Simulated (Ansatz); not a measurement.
Planning a run of Ansatz 0.2.0 on SiO2 (Imma). The input:

```yaml
crystal:
  lattice:
    - [-2.62333646, 4.776753505, 4.5082998459]
    - [2.62333646, -4.776753505, 4.5082998459]
    - [2.62333646, 4.776753505, -4.5082998459]
  atoms:
    - { symbol: Si, position: [0.9299502436, 0.84547171, 0.0844785336] }
    - { symbol: Si, position: [0.7390068237, 0.15452829, 0.5844785336] }
    - { symbol: Si, position: [0.0700497564, 0.15452829, 0.9155214664] }
    - { symbol: Si, position: [0.2609931763, 0.84547171, 0.4155214664] }
    - { symbol: O, position: [0.1310538514, 0.8810538514, 0.25] }
    - { symbol: O, position: [0.8689461486, 0.1189461486, 0.75] }
    - { symbol: O, position: [0.7944134899, 0.5, 0.7944134899] }
    - { symbol: O, position: [0.2055865101, 0.0, 0.7055865101] }
    - { symbol: O, position: [0.2055865101, 0.5, 0.2055865101] }
    - { symbol: O, position: [0.7944134899, 0.0, 0.2944134899] }
    - { symbol: O, position: [0.0, 0.0, 0.0] }
    - { symbol: O, position: [0.5, 0.0, 0.5] }
kpoints:
  mp_grid: { grid: [4, 4, 4] }
  band_path:
    path:
      - [0.0, 0.0, 0.0]
      - [0.5, -0.5, 0.5]
      - [0.32540191, -0.32540191, 0.67459809]
      - [-0.32540191, 0.32540191, 0.32540191]
      - [0.46615628, 0.46615628, -0.46615628]
      - [0.53384372, -0.46615628, 0.46615628]
      - [0.0, 0.5, 0.0]
      - [0.25, 0.25, 0.25]
    npoints: 1
hamiltonian:
  xc: hse06
  pseudopotentials: { kind: paw, azcp: { folder: soft_1 } }
scf:
  occupations: { method: fixed }
  n_extra_bands: 8
output:
  eigenvalues: true
```

```sh
ansatz run input.yaml --threads 2 --pin off --max-ram 92160MiB --backend cuda --events-out ev --progress --plain --runs-dir out --devices 1 --max-vram 13GiB
```

Q: Estimate wall time and host memory on 1 × NVIDIA H100 80GB HBM3 (shared by 6 runs) with 2 threads of AMD EPYC 7R13 (Zen 3), shared host.

It took 67 s; on shared hardware allow 34 s to 2.2 min. Peak host memory was 1.8 GiB. The sizes that set the cost: 4417 plane waves a state, 18 irreducible k points and 14 SCF cycles.

Exact exchange couples every pair of k points and filled bands, so it costs far more than a semilocal run.

[Paths, hosts, dates, memory and timing lines, banners, echoed tables and standing remarks are left out of the program output.]

[Logs are printed without paths, hosts, clocks, repeated set-up lines and the standing remarks that a program may print on its own settings, such as how far it seeks lower states.]

[Runs of the session that timed out or met a known fault of the program may be left out.]

[Cells called generated may have been cut or substituted from an entry of the Crystallography Open Database or the Materials Project.]

[Hosts, paths, dates, database ids (printed as entryN), source tags and the programs' standing remarks are cut or masked in the printed files.]
